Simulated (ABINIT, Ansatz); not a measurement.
# A GW chain in ABINIT: NaAsF6 (Fm-3m), part 3 of 3

Wanted: ground state, empty states, screening and self-energy for NaAsF6 (Fm-3m).

ABINIT 10.8.3; LDA and many-body steps on it, plane waves. Known limits of the many-body steps: not at the basis limit; exchange with frozen shells missing; no spin-orbit coupling; coarse k mesh.

So far. Step 4 (Empty states on the mesh, 2×2×2 mesh, 260 bands): On this mesh the gap is 5.286 eV. Step 5 (Screening, 2×2×2 mesh, 238 bands, screening to 176.9 eV): Local fields lower ε∞ by 11 %. On a Γ-centred mesh this coarse the value itself is usually too large, while a short band sum pulls it down.

## Step 6: Self-energy, 2×2×2 mesh, 238 bands, screening to 176.9 eV

The self-energy is evaluated for the states that the input lists, and the levels follow from it, in one-shot runs by the linearised quasiparticle equation.

This step: G0W0 on LDA, plane waves, norm-conserving pseudopotentials.

Contents of run.abi:

```
acell 3*1.0 Angstrom
rprim 
  -0.000000000000 3.983049320000 3.983049320000
  3.983049320000 -0.000000000000 3.983049320000
  3.983049320000 3.983049320000 0.000000000000
ntypat 3
znucl 11 33 9
natom 8
typat 1 2 3 3 3 3 3 3
xred 
  0.500000000000 0.500000000000 0.500000000000
  0.000000000000 0.000000000000 0.000000000000
  0.781629880000 0.781629880000 0.218370120000
  0.218370120000 0.781629880000 0.218370120000
  0.781629880000 0.218370120000 0.218370120000
  0.218370120000 0.218370120000 0.781629880000
  0.781629880000 0.218370120000 0.781629880000
  0.218370120000 0.781629880000 0.781629880000
pp_dirpath "pseudos"
pseudos "Na.upf, As.upf, F.upf"
ecut 38
ngkpt 2 2 2
nshiftk 1
shiftk 0 0 0
kptopt 1
chksymbreak 0
istwfk *1
occopt 1
irdwfk 1
optdriver 4
nband 238
gwcalctyp 0
ecutsigx 38
symsigma 1
nkptgw 1
kptgw 
  0.0000000000 0.0000000000 0.0000000000
bdgw 
  31 35
ecuteps 6.5
irdscr 1
ppmodel 1
indata_prefix "in"
outdata_prefix "out"
tmpdata_prefix "tmp"
```

On the command line:

```sh
> OMP_NUM_THREADS=1 mpirun -n 4 abinit run.abi > log
```

Numbers of over 12 decimals in the logs are rounded to 6 here.

The program printed:

```text
.Version 10.8.3 of ABINIT. v10.8.2 released Aug 2026.

 Symmetries : space group Fm -3 m (#225); Bravais cF (face-center cubic)
[... echo of the input left out ...]
== DATASET  1 ==================================================================
-   mpi_nproc: 4, omp_nthreads: 1 (-1 if OMP is not activated)

--- !DatasetInfo
iteration_state: {dtset: 1, }
dimensions: {natom: 8, nkpt: 3, mband: 238, nsppol: 1, nspinor: 1, nspden: 1, mpw: 9577, }
cutoff_energies: {ecut:  38.0, pawecutdg:  -1.0, }
electrons: {nelect:   6.60000000E+01, charge:   0.00000000E+00, occopt:   1.00000000E+00, tsmear:   1.00000000E-02, }

 SIGMA: Calculation of the GW corrections

 Based on a program developped by R.W. Godby, V. Olevano, G. Onida, and L. Reining.
 Incorporated in ABINIT by V. Olevano, G.-M. Rignanese, and M. Torrent.
.Using double precision arithmetic ; gwpc =  8

[... cell and pseudopotentials left out ...]
--------------------------------------------------------------------------------

 ==== K-mesh for the wavefunctions ====
 Number of points in the irreducible wedge :     3
[... list of points left out ...]
 Together with 48 symmetry operations and time-reversal symmetry
 yields     8 points in the full Brillouin Zone.

 ==== Q-mesh for screening function ====
 Number of points in the irreducible wedge :     3
[... list of points left out ...]
 Together with 48 symmetry operations and time-reversal symmetry
 yields     8 points in the full Brillouin Zone.

 vcoul_init : cutoff-mode = AUXILIARY_FUNCTION
 q-points for optical limit:   1
     1)      0.000010    0.000020    0.000030
 setmesh: FFT mesh size selected  =    60x   60x   60
          total number of points  =       216000

 Number of electrons calculated from density =   66.0000; Expected =   66.0000
 average of density, n =  0.077387
 r_s =    1.4557
 omega_plasma =   26.8343 [eV]

 === KS Band Gaps ===
  >>>> For spin  1
   Minimum direct gap =   5.2861 [eV], located at k-point      :   0.0000  0.0000  0.0000
   Fundamental gap    =   5.2861 [eV], Top of valence bands at :   0.0000  0.0000  0.0000
                                       Bottom of conduction at :   0.0000  0.0000  0.0000
 SIGMA fundamental parameters:
 PLASMON POLE MODEL  1
 number of plane-waves for SigmaX                 9577
 number of plane-waves for SigmaC and W            645
 number of plane-waves for wavefunctions          9577
 number of bands                                   238
 number of independent spin polarizations            1
 number of spinorial components                      1
 number of k-points in IBZ                           3
 number of q-points in IBZ                           3
 number of symmetry operations                      48
 number of k-points in BZ                            8
 number of q-points in BZ                            8
 number of frequencies for dSigma/dE                 9
 frequency step for dSigma/dE [eV]                0.25
 number of omega for Sigma on real axis              0
 max omega for Sigma on real axis  [eV]           0.00
 zcut for avoiding poles [eV]                     0.10

 EPSILON^-1 parameters (SCR file):
 dimension of the eps^-1 matrix on file            645
 dimension of the eps^-1 matrix used               645
 number of plane-waves for wavefunctions          9577
 number of bands                                   238
 number of q-points in IBZ                           3
 number of frequencies                               2
 number of real frequencies                          1
 number of imag frequencies                          1

 matrix elements of self-energy operator (all in [eV])

 Perturbative Calculation

--- !SelfEnergy_ee
iteration_state: {dtset: 1, }
kpoint     : [   0.000,    0.000,    0.000, ]
spin       : 1
KS_gap     :    5.286
QP_gap     :   10.336
Delta_QP_KS:    5.049
data: !SigmaeeData |
     Band     E0 <VxcDFT>   SigX SigC(E0)      Z dSigC/dE  Sig(E)    E-E0       E
       31  -3.964 -23.072 -30.801   4.930   0.825  -0.211 -25.382  -2.310  -6.275
       32  -3.964 -23.072 -30.801   4.930   0.825  -0.211 -25.382  -2.310  -6.275
       33  -3.964 -23.072 -30.801   4.930   0.825  -0.211 -25.382  -2.310  -6.275
       34   1.322 -18.169 -13.133  -1.912   0.877  -0.140 -15.430   2.739   4.061
       35   5.312  -9.938  -5.419  -2.130   0.905  -0.106  -7.777   2.161   7.473

== END DATASET(S) ==============================================================
================================================================================

 -outvars: echo values of variables after computation  --------
           etotal      0.0000000000E+00
            nband         238
             nkpt           3
          spgroup         225
 [... the other variables as echoed above ...]

 Calculation completed.
```

The job ended after 18 s (4 MPI ranks of Arm Neoverse V2, shared host; peak memory 1.9 GiB; 72 s of CPU time).

Numbers from this step:

```
G0W0 gap on the points computed              : 10.34 eV
starting gap on the mesh                     : 5.286 eV
k of the valence top                         : 0, 0, 0
k of the conduction bottom                   : 0, 0, 0
Z at the valence top                         : 0.825
Z at the conduction bottom                   : 0.877
least direct G0W0 gap on the computed points : 10.34 eV
```

The gap on the mesh goes from 5.29 eV to 10.34 eV, a correction of +5.05 eV.

Limits: finite bands, cutoff and mesh; exchange with frozen shells missing; no spin-orbit coupling; coarse k mesh. v1 is the top filled band, c1 the lowest empty one. The levels before and after the correction (eV, zero at the valence-band top of each column):

```
           conduction bottom  valence top
Kohn-Sham               5.29         0.00
     G0W0              10.34         0.00
```

```
             level  energy (eV)
Kohn-Sham  Γ v3-v1        0.000
Kohn-Sham     Γ c1        5.286
Kohn-Sham     Γ c2        9.276
     G0W0  Γ v3-v1        0.000
     G0W0     Γ c1       10.336
     G0W0     Γ c2       13.748
```

## Step 7: Where the time went

Times are wall times on 4 MPI ranks of Arm Neoverse V2, shared host, good to a factor of about two.

```
                          step     time  share  memory (GiB)
                  ground state     42 s   14 %           0.5
bands along the symmetry lines     63 s   20 %           0.5
      empty states on the mesh  1.9 min   37 %          0.52
                     screening     70 s   23 %           2.3
                   self-energy     18 s    6 %           1.9
```

## Step 8: Outcome

```json
{
 "LDA gap": "5.29 eV, direct",
 "G0W0 gap on the mesh": "10.34 eV",
 "GW settings": "2×2×2 mesh, 238 bands, screening to 176.9 eV, Godby-Needs plasmon pole",
 "known limits": "not at the basis limit; exchange with frozen shells missing; no spin-orbit coupling; coarse k mesh"
}
```

**Reading.** G0W0 moves the gap on the mesh from 5.29 eV to 10.34 eV (+5.05 eV), with Z of 0.82 and 0.88 at the edges. Local fields lower the RPA ε∞ on this mesh from 1.95 to 1.74; a Γ-centred mesh this coarse tends to raise both, most where the direct gap is narrow, while a short band sum lowers them. Only 1 of the mesh's irreducible points was corrected, so a valley elsewhere could overtake. The dearest step here is «empty states on the mesh». Bands and cutoff are finite, so the gap is not at the basis limit. The miss can reach some tenths of an eV and take either sign; the mesh is an error of its own. In the G0W0 run levels were corrected at 1 k point alone, so a gap called «on the mesh» is the least over those, and an edge elsewhere would be missed. The 2×2×2 mesh is coarse for this cell, which bears on the long-range parts of exchange and screening. The norm-conserving file of at least one element keeps a d shell over frozen s and p shells of the same row. Exchange with those shells is missing from the self-energy, an error of 0.3 to 0.9 eV in cases checked, whose sign depends on which edge lies on those atoms. The many-body steps are scalar-relativistic: spin-orbit coupling is not in them.

[Paths, hosts, dates, memory and timing lines, banners, echoed tables and standing remarks are left out of the program output.]

[Logs are printed without paths, hosts, clocks, repeated set-up lines and the standing remarks that a program may print on its own settings, such as how far it seeks lower states.]

[Runs of the session that timed out or met a known fault of the program may be left out.]

[Hosts, paths, dates, database ids (printed as entryN), source tags and the programs' standing remarks are cut or masked in the printed files.]

[G0W0 gaps are taken among the corrected bands and points alone; a level outside them can change the order at an edge.]

[Where Ansatz stands beside ABINIT at settings called matched, ABINIT's density can come from a denser mesh and the files from another edition; pairs whose starting gaps differed by over 0.03 eV were left out, so agreement reads better than it is.]
